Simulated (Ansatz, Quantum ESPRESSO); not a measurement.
# F-SiC-F chair, 1 layer in an electric field, part 3 of 6

Aim: how F-SiC-F chair, 1 layer screens a field along its normal, and what the field does to its bands.

Quantum ESPRESSO 7.5; plane-wave DFT, RPBE, GBRV ultrasoft pseudopotentials made under PBE; geometry and cross-check by Ansatz 0.2.0 with PAW datasets.

So far. Step 3 (Self-consistent run: no field): The run needed 11 iterations to bring the estimated error under 1e-09 Ry; the largest force on any atom, held or free, is 0.32 eV/Å. Step 4 (Electrostatic potential): The vacuum is flat to 0.1 meV/Å, so its level is well defined. Inside the slab the curve depends on the local part of the pseudopotentials; only the vacuum level has a meaning of its own.

## (5) Bands along a path: no field

The density is frozen and the levels are solved along a path.

f0.bands.in

```
&control
  prefix = 'f0.bands'
  outdir = './out'
  pseudo_dir = './pseudo'
  calculation = 'bands'
  tefield = .true.
  dipfield = .true.
/
&system
  ibrav = 0
  nat = 4
  ntyp = 3
  ecutwfc = 40
  ecutrho = 200
  input_dft = 'rpbe'
  occupations = 'smearing'
  smearing = 'fd'
  degauss = 0.004
  edir = 3
  emaxpos = 0.97
  eopreg = 0.04
  eamp = 0.0
  nbnd = 17
/
&electrons
  conv_thr = 1e-07
  mixing_beta = 0.4
  electron_maxstep = 120
  mixing_mode = 'local-TF'
/
ATOMIC_SPECIES
  F   18.9984  f_pbe_v1.4.uspp.F.UPF
  C   12.0110  c_pbe_v1.2.uspp.F.UPF
  Si  28.0850  si_pbe_v1.uspp.F.UPF
CELL_PARAMETERS angstrom
  3.16858324911543 0.00000000000000 0.00000000000000
  -1.58429162455771 2.74407358773980 -0.00000000000000
  0.00000000000000 -0.00000000000000 20.63333333330000
ATOMIC_POSITIONS crystal
  F   0.666666666667 0.333333333333 0.410407102939
  C   0.666666666667 0.333333333333 0.479934719151
  Si  0.333333333333 0.666666666667 0.507506111400
  F   0.333333333333 0.666666666667 0.585189223210
K_POINTS crystal_b
4
  0.0000000000 0.0000000000 0.0000000000 14
  0.5000000000 0.0000000000 0.0000000000 14
  0.3333333333 0.3333333333 0.0000000000 14
  0.0000000000 0.0000000000 0.0000000000 1
```

Run with:

```
> cp -r out/f0.save out/f0.bands.save
> cp out/f0.xml out/f0.bands.xml
> OMP_NUM_THREADS=1 mpirun -n 4 pw.x -nk 4 -in f0.bands.in > f0.bands.out
```

The program printed:

```text
[banner, memory and clock lines left out]
Program PWSCF v.7.5 starts

          URL

     Presently no symmetry can be used with electric field

     IMPORTANT: XC functional enforced from input :
     Exchange-correlation= RPBE
                           (   1   4  44   4   0   0   0)
     Any further DFT definition will be discarded
     Please, verify this is what you really want

     Atomic positions and unit cell read from directory:
     ./out/f0.bands.save/

     G-vector sticks info

     bravais-lattice index     =            0
     lattice parameter (alat)  =       5.9878  a.u.
     unit-cell volume          =    1210.6730 (a.u.)^3
     number of atoms/cell      =            4
     number of atomic types    =            3
     number of electrons       =        22.00
     number of Kohn-Sham states=           17
     kinetic-energy cutoff     =      40.0000  Ry
     charge density cutoff     =     200.0000  Ry
     Exchange-correlation= RPBE
                           (   1   4  44   4   0   0   0)

     celldm(1)=   5.987755  celldm(2)=   0.000000  celldm(3)=   0.000000
     celldm(4)=   0.000000  celldm(5)=   0.000000  celldm(6)=   0.000000

     crystal axes: (cart. coord. in units of alat)
               a(1) = (   1.000000   0.000000   0.000000 )
               a(2) = (  -0.500000   0.866025  -0.000000 )
               a(3) = (   0.000000  -0.000000   6.511848 )

     reciprocal axes: (cart. coord. in units 2 pi/alat)
               b(1) = (  1.000000  0.577350  0.000000 )
               b(2) = ( -0.000000  1.154701  0.000000 )
               b(3) = ( -0.000000  0.000000  0.153566 )

     PseudoPot. # 1 for F  read from file:
     ./pseudo/f_pbe_v1.4.uspp.F.UPF
     Pseudo is Ultrasoft, Zval =  7.0
     Generated by new atomic code, or converted to UPF format
     Using radial grid of  799 points,  4 beta functions with:
                l(1) =   0
                l(2) =   0
                l(3) =   1
                l(4) =   1
     Q(r) pseudized with  8 coefficients,  rinner =    0.950   0.950   0.950

     PseudoPot. # 2 for C  read from file:
     ./pseudo/c_pbe_v1.2.uspp.F.UPF
     Pseudo is Ultrasoft + core correction, Zval =  4.0
     Generated by new atomic code, or converted to UPF format
     Using radial grid of  721 points,  4 beta functions with:
                l(1) =   0
                l(2) =   0
                l(3) =   1
                l(4) =   1
     Q(r) pseudized with  8 coefficients,  rinner =    1.100   1.100   1.100

     PseudoPot. # 3 for Si read from file:
     ./pseudo/si_pbe_v1.uspp.F.UPF
     Pseudo is Ultrasoft + core correction, Zval =  4.0
     Generated by new atomic code, or converted to UPF format
     Using radial grid of  899 points,  6 beta functions with:
                l(1) =   0
                l(2) =   0
                l(3) =   1
                l(4) =   1
                l(5) =   2
                l(6) =   2
     Q(r) pseudized with  8 coefficients,  rinner =    0.900   0.900   0.900
                                                       0.900   0.900

     atomic species   valence    mass     pseudopotential
     F                 7.00    18.99840     F ( 1.00)
     C                 4.00    12.01100     C ( 1.00)
     Si                4.00    28.08500     Si( 1.00)

     No symmetry found

   Cartesian axes

     site n.     atom                  positions (alat units)
         1        F      tau(   1) = (   0.5000000   0.2886751   2.6725088  )
         2        C      tau(   2) = (   0.5000000   0.2886751   3.1252621  )
         3        Si     tau(   3) = (  -0.0000000   0.5773503   3.3048028  )
         4        F      tau(   4) = (  -0.0000000   0.5773503   3.8106634  )

     number of k points=    43  Fermi-Dirac smearing, width (Ry)=  0.0040
                       cart. coord. in units 2pi/alat
        k(    1) = (   0.0000000   0.0000000   0.0000000), wk =   0.0465116
        k(    2) = (   0.0357143   0.0206197   0.0000000), wk =   0.0465116
        k(    3) = (   0.0714286   0.0412393   0.0000000), wk =   0.0465116
        k(    4) = (   0.1071429   0.0618590   0.0000000), wk =   0.0465116
        k(    5) = (   0.1428571   0.0824786   0.0000000), wk =   0.0465116
        k(    6) = (   0.1785714   0.1030983   0.0000000), wk =   0.0465116
        k(    7) = (   0.2142857   0.1237179   0.0000000), wk =   0.0465116
        k(    8) = (   0.2500000   0.1443376   0.0000000), wk =   0.0465116
        k(    9) = (   0.2857143   0.1649572   0.0000000), wk =   0.0465116
        k(   10) = (   0.3214286   0.1855769   0.0000000), wk =   0.0465116
        k(   11) = (   0.3571429   0.2061965   0.0000000), wk =   0.0465116
        k(   12) = (   0.3928571   0.2268162   0.0000000), wk =   0.0465116
        k(   13) = (   0.4285714   0.2474358   0.0000000), wk =   0.0465116
        k(   14) = (   0.4642857   0.2680555   0.0000000), wk =   0.0465116
        k(   15) = (   0.5000000   0.2886751   0.0000000), wk =   0.0465116
        k(   16) = (   0.4880952   0.3092948   0.0000000), wk =   0.0465116
        k(   17) = (   0.4761905   0.3299144   0.0000000), wk =   0.0465116
        k(   18) = (   0.4642857   0.3505341   0.0000000), wk =   0.0465116
        k(   19) = (   0.4523810   0.3711537   0.0000000), wk =   0.0465116
        k(   20) = (   0.4404762   0.3917734   0.0000000), wk =   0.0465116
        k(   21) = (   0.4285714   0.4123930   0.0000000), wk =   0.0465116
        k(   22) = (   0.4166667   0.4330127   0.0000000), wk =   0.0465116
        k(   23) = (   0.4047619   0.4536324   0.0000000), wk =   0.0465116
        k(   24) = (   0.3928571   0.4742520   0.0000000), wk =   0.0465116
        k(   25) = (   0.3809524   0.4948717   0.0000000), wk =   0.0465116
        k(   26) = (   0.3690476   0.5154913   0.0000000), wk =   0.0465116
        k(   27) = (   0.3571429   0.5361110   0.0000000), wk =   0.0465116
        k(   28) = (   0.3452381   0.5567306   0.0000000), wk =   0.0465116
        k(   29) = (   0.3333333   0.5773503   0.0000000), wk =   0.0465116
        k(   30) = (   0.3095238   0.5361110   0.0000000), wk =   0.0465116
        k(   31) = (   0.2857143   0.4948717   0.0000000), wk =   0.0465116
        k(   32) = (   0.2619048   0.4536324   0.0000000), wk =   0.0465116
        k(   33) = (   0.2380952   0.4123930   0.0000000), wk =   0.0465116
        k(   34) = (   0.2142857   0.3711537   0.0000000), wk =   0.0465116
        k(   35) = (   0.1904762   0.3299144   0.0000000), wk =   0.0465116
        k(   36) = (   0.1666667   0.2886751   0.0000000), wk =   0.0465116
        k(   37) = (   0.1428571   0.2474358   0.0000000), wk =   0.0465116
[...]
4.8792

          k = 0.3214 0.1856 0.0000 (  5156 PWs)   bands (ev):

   -28.4974 -28.3597 -16.1786 -11.9484 -10.6516 -10.0597  -9.2593  -8.7559
    -8.5231  -6.9696  -5.2218  -0.7935   1.1198   3.6643   4.5958   4.7567
     5.2028

          k = 0.3571 0.2062 0.0000 (  5146 PWs)   bands (ev):

   -28.4790 -28.3463 -15.9400 -12.1277 -10.7985 -10.1130  -9.3169  -8.7957
    -8.5419  -7.1746  -5.2967  -0.7239   1.1580   3.6151   4.9875   5.1626
     5.5455

          k = 0.3929 0.2268 0.0000 (  5170 PWs)   bands (ev):

   -28.4636 -28.3352 -15.7058 -12.3507 -10.8843 -10.1567  -9.3645  -8.8283
    -8.5577  -7.3336  -5.3561  -0.6984   1.2600   3.4265   5.4105   5.6296
     5.9479

          k = 0.4286 0.2474 0.0000 (  5160 PWs)   bands (ev):

   -28.4519 -28.3268 -15.4973 -12.5720 -10.9277 -10.1897  -9.4000  -8.8524
    -8.5697  -7.4465  -5.3990  -0.6978   1.3943   3.2039   5.8271   6.1424
     6.3535

          k = 0.4643 0.2681 0.0000 (  5170 PWs)   bands (ev):

   -28.4447 -28.3217 -15.3467 -12.7384 -10.9468 -10.2102  -9.4219  -8.8673
    -8.5772  -7.5139  -5.4249  -0.7047   1.5151   3.0244   6.1117   6.6816
     6.8161

          k = 0.5000 0.2887 0.0000 (  5164 PWs)   bands (ev):

   -28.4422 -28.3199 -15.2906 -12.8010 -10.9521 -10.2172  -9.4293  -8.8723
    -8.5797  -7.5363  -5.4335  -0.7081   1.5658   2.9535   6.2007   6.9010
     7.1046

          k = 0.4881 0.3093 0.0000 (  5166 PWs)   bands (ev):

   -28.4419 -28.3197 -15.2873 -12.7971 -10.9509 -10.2173  -9.4425  -8.8753
    -8.5795  -7.5337  -5.4580  -0.6652   1.5706   2.9622   6.1643   6.8834
     7.1134

          k = 0.4762 0.3299 0.0000 (  5178 PWs)   bands (ev):

   -28.4412 -28.3191 -15.2773 -12.7855 -10.9475 -10.2176  -9.4812  -8.8845
    -8.5787  -7.5261  -5.5276  -0.5402   1.5851   2.9886   6.0584   6.8484
     7.1371

          k = 0.4643 0.3505 0.0000 (  5180 PWs)   bands (ev):

   -28.4399 -28.3181 -15.2609 -12.7665 -10.9420 -10.2186  -9.5438  -8.8994
    -8.5772  -7.5136  -5.6336  -0.3439   1.6092   3.0329   5.8943   6.8159
     7.1744

          k = 0.4524 0.3712 0.0000 (  5194 PWs)   bands (ev):

   -28.4383 -28.3169 -15.2385 -12.7405 -10.9347 -10.2209  -9.6275  -8.9196
    -8.5751  -7.4964  -5.7649  -0.0910   1.6431   3.0956   5.6881   6.7872
     7.2254

          k = 0.4405 0.3918 0.0000 (  5200 PWs)   bands (ev):

   -28.4362 -28.3153 -15.2105 -12.7083 -10.9260 -10.2262  -9.7277  -8.9441
    -8.5722  -7.4749  -5.9102   0.2023   1.6876   3.1777   5.4548   6.7558
     7.2902

          k = 0.4286 0.4124 0.0000 (  5200 PWs)   bands (ev):

   -28.4339 -28.3135 -15.1776 -12.6708 -10.9165 -10.2371  -9.8375  -8.9718
    -8.5686  -7.4496  -6.0605   0.5187   1.7440   3.2799   5.2059   6.7149
     7.3686

          k = 0.4167 0.4330 0.0000 (  5216 PWs)   bands (ev):

   -28.4314 -28.3116 -15.1408 -12.6296 -10.9075 -10.2599  -9.9456  -9.0013
    -8.5646  -7.4208  -6.2086   0.8394   1.8158   3.4020   4.9511   6.6610
     7.4602

          k = 0.4048 0.4536 0.0000 (  5214 PWs)   bands (ev):

   -28.4289 -28.3097 -15.1012 -12.5863 -10.9004 -10.3050 -10.0344  -9.0308
    -8.5603  -7.3893  -6.3492   1.1418   1.9102   3.5406   4.7013   6.5952
     7.5631

          k = 0.3929 0.4743 0.0000 (  5214 PWs)   bands (ev):

   -28.4263 -28.3077 -15.0604 -12.5435 -10.8979 -10.3772 -10.0908  -9.0590
    -8.5559  -7.3559  -6.4785   1.3990   2.0395   3.6789   4.4770   6.5236
     7.6610

          k = 0.3810 0.4949 0.0000 (  5222 PWs)   bands (ev):

   -28.4240 -28.3059 -15.0203 -12.5038 -10.9037 -10.4595 -10.1212  -9.0843
    -8.5518  -7.3218  -6.5931   1.5902   2.2107   3.7557   4.3382   6.4584
     7.6245

          k = 0.3690 0.5155 0.0000 (  5234 PWs)   bands (ev):

   -28.4219 -28.3044 -14.9834 -12.4707 -10.9205 -10.5285 -10.1383  -9.1054
    -8.5483  -7.2891  -6.6898   1.7202   2.4078   3.6773   4.3680   6.4180
     7.4551

          k = 0.3571 0.5361 0.0000 (  5240 PWs)   bands (ev):

   -28.4203 -28.3032 -14.9526 -12.4469 -10.9460 -10.5724 -10.1490  -9.1212
    -8.5455  -7.2611  -6.7642   1.8076   2.6012   3.5046   4.4872   6.4256
     7.2464

          k = 0.3452 0.5567 0.0000 (  5220 PWs)   bands (ev):

   -28.4192 -28.3024 -14.9313 -12.4339 -10.9696 -10.5928 -10.1555  -9.1310
    -8.5436  -7.2421  -6.8113   1.8627   2.7601   3.3370   4.5857   6.4949
     7.0445

          k = 0.3333 0.5774 0.0000 (  5226 PWs)   bands (ev):

   -28.4188 -28.3021 -14.9234 -12.4304 -10.9793 -10.5978 -10.1579  -9.1343
    -8.5430  -7.2358  -6.8271   1.8833   2.8284   3.2609   4.6203   6.5642
     6.9327

          k = 0.3095 0.5361 0.0000 (  5238 PWs)   bands (ev):

   -28.4206 -28.3034 -14.9617 -12.4315 -10.9377 -10.5878 -10.1453  -9.1212
    -8.5455  -7.2499  -6.7743   1.7759   2.7090   3.4469   4.5139   6.3084
     7.2753

          k = 0.2857 0.4949 0.0000 (  5234 PWs)   bands (ev):

   -28.4262 -28.3075 -15.0861 -12.4001 -10.8330 -10.5684 -10.0988  -9.0833
    -8.5521  -7.2566  -6.6500   1.4632   2.6428   3.7071   4.2909   6.0257
     7.1086

          k = 0.2619 0.4536 0.0000 (  5194 PWs)   bands (ev):

   -28.4363 -28.3149 -15.2903 -12.3097 -10.7132 -10.5320 -10.0095  -9.0247
    -8.5599  -7.2249  -6.4842   1.0567   2.6090   3.9403   4.0355   5.8831
     6.4423

          k = 0.2381 0.4124 0.0000 (  5190 PWs)   bands (ev):

   -28.4507 -28.3254 -15.5485 -12.1725 -10.6192 -10.4541  -9.8788  -8.9511
    -8.5652  -7.1448  -6.2870   0.6312   2.5358   3.7676   4.1468   5.7938
     5.8572

          k = 0.2143 0.3712 0.0000 (  5166 PWs)   bands (ev):

   -28.4693 -28.3389 -15.8316 -12.0216 -10.5280 -10.3493  -9.7190  -8.8687
    -8.5640  -7.0125  -6.0630   0.2126   2.4219   3.4881   4.3161   5.2277
     5.3462

          k = 0.1905 0.3299 0.0000 (  5168 PWs)   bands (ev):

   -28.4911 -28.3549 -16.1166 -11.8923 -10.3932 -10.2449  -9.5482  -8.7844
    -8.5542  -6.8261  -5.8176  -0.1898   2.3007   3.1995   4.3107   4.7482
     4.9292

          k = 0.1667 0.2887 0.0000 (  5172 PWs)   bands (ev):

   -28.5153 -28.3726 -16.3879 -11.8060 -10.2013 -10.1445  -9.3823  -8.7045
    -8.5351  -6.5843  -5.5594  -0.5724   2.2071   2.9095   3.9991   4.3149
     4.6043

          k = 0.1429 0.2474 0.0000 (  5166 PWs)   bands (ev):

   -28.5404 -28.3910 -16.6351 -11.7632 -10.0697  -9.9434  -9.2308  -8.6327
    -8.5082  -6.2888  -5.3009  -0.9334   2.1633   2.6280   3.6208   3.9321
     4.2257

          k = 0.1190 0.2062 0.0000 (  5150 PWs)   bands (ev):

   -28.5649 -28.4090 -16.8517 -11.7516  -9.9950  -9.6719  -9.0988  -8.5701
    -8.4774  -5.9461  -5.0572  -1.2713   2.1547   2.3886   3.2786   3.6087
     3.8819

          k = 0.0952 0.1650 0.0000 (  5150 PWs)   bands (ev):

   -28.5875 -28.4257 -17.0332 -11.7577  -9.9352  -9.4013  -8.9889  -8.5154
    -8.4475  -5.5693  -4.8431  -1.5839   2.0133   2.3639   2.9911   3.3442
     3.5957

          k = 0.0714 0.1237 0.0000 (  5144 PWs)   bands (ev):

   -28.6067 -28.4399 -17.1768 -11.7710  -9.8898  -9.1579  -8.9030  -8.4680
    -8.4229  -5.1815  -4.6701  -1.8668   1.7809   2.5002   2.7627   3.1378
     3.3693

          k = 0.0476 0.0825 0.0000 (  5100 PWs)   bands (ev):

   -28.6213 -28.4507 -17.2805 -11.7846  -9.8584  -8.9639  -8.8420  -8.4293
    -8.4058  -4.8213  -4.5450  -2.1099   1.5634   2.5919   2.6701   2.9908
     3.1823

          k = 0.0238 0.0412 0.0000 (  5108 PWs)   bands (ev):

   -28.6305 -28.4575 -17.3431 -11.7944  -9.8401  -8.8381  -8.8061  -8.4035
    -8.3968  -4.5498  -4.4700  -2.2882   1.4018   2.4876   2.7985   2.9114
     2.9858

          k = 0.0000 0.0000 0.0000 (  5107 PWs)   bands (ev):

   -28.6336 -28.4599 -17.3641 -11.7979  -9.8342  -8.7942  -8.7942  -8.3942
    -8.3942  -4.4451  -4.4451  -2.3571   1.3407   2.4510   2.8277   2.9077
     2.9077

     XML data file, pseudopotentials, collected wavefunctions

                                        0.00s GPU  (     569 calls)

Note: The following floating-point exceptions are signalling: IEEE_UNDERFLOW_FLAG
Note: The following floating-point exceptions are signalling: IEEE_UNDERFLOW_FLAG
Note: The following floating-point exceptions are signalling: IEEE_UNDERFLOW_FLAG
Note: The following floating-point exceptions are signalling: IEEE_UNDERFLOW_FLAG
[key lines of the parts left out:]
Dipole field         -0.0001 Ry au,
```

The job ended after 11 s (4 MPI ranks of Arm Neoverse V2, shared host; peak memory 0.29 GiB).

Band numbers count within the set of bands kept for display. The electronic bands at the labelled points (eV, zero at the highest filled level of the SCF mesh; v1 is the highest filled band, c1 the lowest empty one):

```
  point     v4     v3     v2     v1    c1    c2    c3
      Γ  -3.95  -3.95   0.00   0.00  2.09  5.79  6.90
halfway  -4.21  -4.04  -1.98  -0.59  3.35  5.72  7.70
      M  -4.43  -4.13  -3.09  -0.99  3.74  6.01  7.40
halfway  -4.56  -4.12  -2.98  -1.76  5.28  6.26  7.85
      K  -4.69  -4.10  -2.79  -2.38  6.33  7.27  7.71
halfway  -4.26  -4.09  -2.14  -1.11  3.87  6.65  7.35
      Γ  -3.95  -3.95   0.00   0.00  2.09  5.79  6.90
```

Along this path the valence top lies at Γ and the conduction bottom at Γ.

## (6) SCF with pw.x: field 0.1 V/Å

eamp is the field in Hartree atomic units (1 a.u. = 51.42 V/Å). With dipfield on, it is the field in the vacuum beside an isolated sheet. The run starts from the density of the one before.

f1.in

```
&control
  prefix = 'f1'
  outdir = './out'
  pseudo_dir = './pseudo'
  calculation = 'scf'
  tprnfor = .true.
  tefield = .true.
  dipfield = .true.
/
&system
  ibrav = 0
  nat = 4
  ntyp = 3
  ecutwfc = 40
  ecutrho = 200
  input_dft = 'rpbe'
  occupations = 'smearing'
  smearing = 'fd'
  degauss = 0.004
  edir = 3
  emaxpos = 0.97
  eopreg = 0.04
  eamp = 0.00194469
/
&electrons
  conv_thr = 1e-09
  mixing_beta = 0.4
  electron_maxstep = 120
  mixing_mode = 'plain'
  startingpot = 'file'
/
ATOMIC_SPECIES
  F   18.9984  f_pbe_v1.4.uspp.F.UPF
  C   12.0110  c_pbe_v1.2.uspp.F.UPF
  Si  28.0850  si_pbe_v1.uspp.F.UPF
CELL_PARAMETERS angstrom
  3.16858324911543 0.00000000000000 0.00000000000000
  -1.58429162455771 2.74407358773980 -0.00000000000000
  0.00000000000000 -0.00000000000000 20.63333333330000
ATOMIC_POSITIONS crystal
  F   0.666666666667 0.333333333333 0.410407102939
  C   0.666666666667 0.333333333333 0.479934719151
  Si  0.333333333333 0.666666666667 0.507506111400
  F   0.333333333333 0.666666666667 0.585189223210
K_POINTS automatic
  12 12 1 0 0 0
```

Run with:

```
> cp -r out/f0.save out/f1.save
> OMP_NUM_THREADS=1 mpirun -n 4 pw.x -nk 4 -in f1.in > f1.out
```

The program printed:

```text
[banner, memory and clock lines left out]
Program PWSCF v.7.5 starts
[...]
number of electrons       =        22.00
     number of Kohn-Sham states=           15
     kinetic-energy cutoff     =      40.0000  Ry
     charge density cutoff     =     200.0000  Ry
[...]
number of k points=    74  Fermi-Dirac smearing, width (Ry)=  0.0040
[...]
Dense  grid:    58021 G-vectors     FFT dimensions: (  27,  27, 180)
[...]
The initial density is read from file :
[...]
negative rho (up, down):  6.488E-04 0.000E+00
[...]
Starting wfcs are   16 randomized atomic wfcs
[...]
negative rho (up, down):  6.484E-04 0.000E+00
[...]
estimated scf accuracy    <       0.00068237 Ry
[...]
negative rho (up, down):  6.486E-04 0.000E+00
[...]
estimated scf accuracy    <       0.00041802 Ry
[...]
negative rho (up, down):  6.487E-04 0.000E+00
[...]
estimated scf accuracy    <       0.00000127 Ry
[...]
negative rho (up, down):  6.486E-04 0.000E+00
[...]
estimated scf accuracy    <       0.00000038 Ry
[...]
negative rho (up, down):  6.486E-04 0.000E+00
[...]
estimated scf accuracy    <       0.00000002 Ry
[...]
negative rho (up, down):  6.486E-04 0.000E+00
[...]
estimated scf accuracy    <          3.4E-09 Ry
[...]
negative rho (up, down):  6.486E-04 0.000E+00
[...]
Computed dipole along edir(3) :
        Dipole                0.0209 Ry au,          0.0530 Debye
        Dipole field          0.0002 Ry au,
        E field amplitude [Ha a.u.]:  1.9447E-03
        Potential amp.        0.1294 Ry
        Total length         37.4317 bohr
[...]
the Fermi energy is    -3.3891 ev
!    total energy              =    -118.50474706 Ry
     estimated scf accuracy    <          1.4E-10 Ry
     smearing contrib. (-TS)   =      -0.00000000 Ry
     internal energy E=F+TS    =    -118.50474706 Ry
[...]
one-electron contribution =    -766.86862878 Ry
     hartree contribution      =     388.96354413 Ry
     xc contribution           =     -26.81997601 Ry
     ewald contribution        =     286.22039022 Ry
     electric field correction =      -0.00007662 Ry
     convergence has been achieved in   7 iterations
     negative rho (up, down):  6.486E-04 0.000E+00
[...]
Total force =     0.018766     Total SCF correction =     0.000030
[...]
```

The job ended after 17 s (4 MPI ranks; peak memory 0.41 GiB; 68 s of CPU time).

Numbers from this step:

| Item | Value |
| --- | --- |
| free energy | -1612.3392 eV |
| Fermi energy | -3.389 eV |
| dipole along the normal | 0.01103 e·Å |
| valence top, on the run's zero | -4.448 eV |
| conduction bottom, on the run's zero | -2.358 eV |
| gap by band count | 2.090 eV |

The dipole goes from -0.0053 to 0.0110 e Å, 0.1636 e Å per V/Å.

## (7) Potential by pp.x

f1.pot.in

```
&inputpp
  prefix = 'f1'
  outdir = './out'
  filplot = 'f1.pot.dat'
  plot_num = 11
/
```

Run with:

```
> OMP_NUM_THREADS=1 mpirun -n 4 pp.x -in f1.pot.in > f1.pot.out
```

Wall time 0.85 s (4 MPI ranks); peak memory 0.1 GiB.

This step gave:

| Quantity | Value |
| --- | --- |
| slope of the potential above | 0.1000 eV/Å |
| upper vacuum line continued to the top atoms, over the valence top | 7.636 eV |
| slope of the potential below | 0.09998 eV/Å |
| lower vacuum line continued to the bottom atoms, over the valence top | 7.505 eV |

The slope in the vacuum is 0.100 eV/Å for an applied 0.10 V/Å, as it should be.

(Part 3 of 6 ends here.)

[Logs are printed without paths, hosts, clocks, repeated set-up lines and the standing remarks that a program may print on its own settings, such as how far it seeks lower states.]

[Hosts, paths, dates, database ids (printed as entryN), source tags and the programs' standing remarks are cut or masked in the printed files.]

[Maps of the electrostatic potential energy from Ansatz leave out the sawtooth potential of an applied field or a dipole correction, so their vacuum need not be flat; planar profiles and work functions include it.]
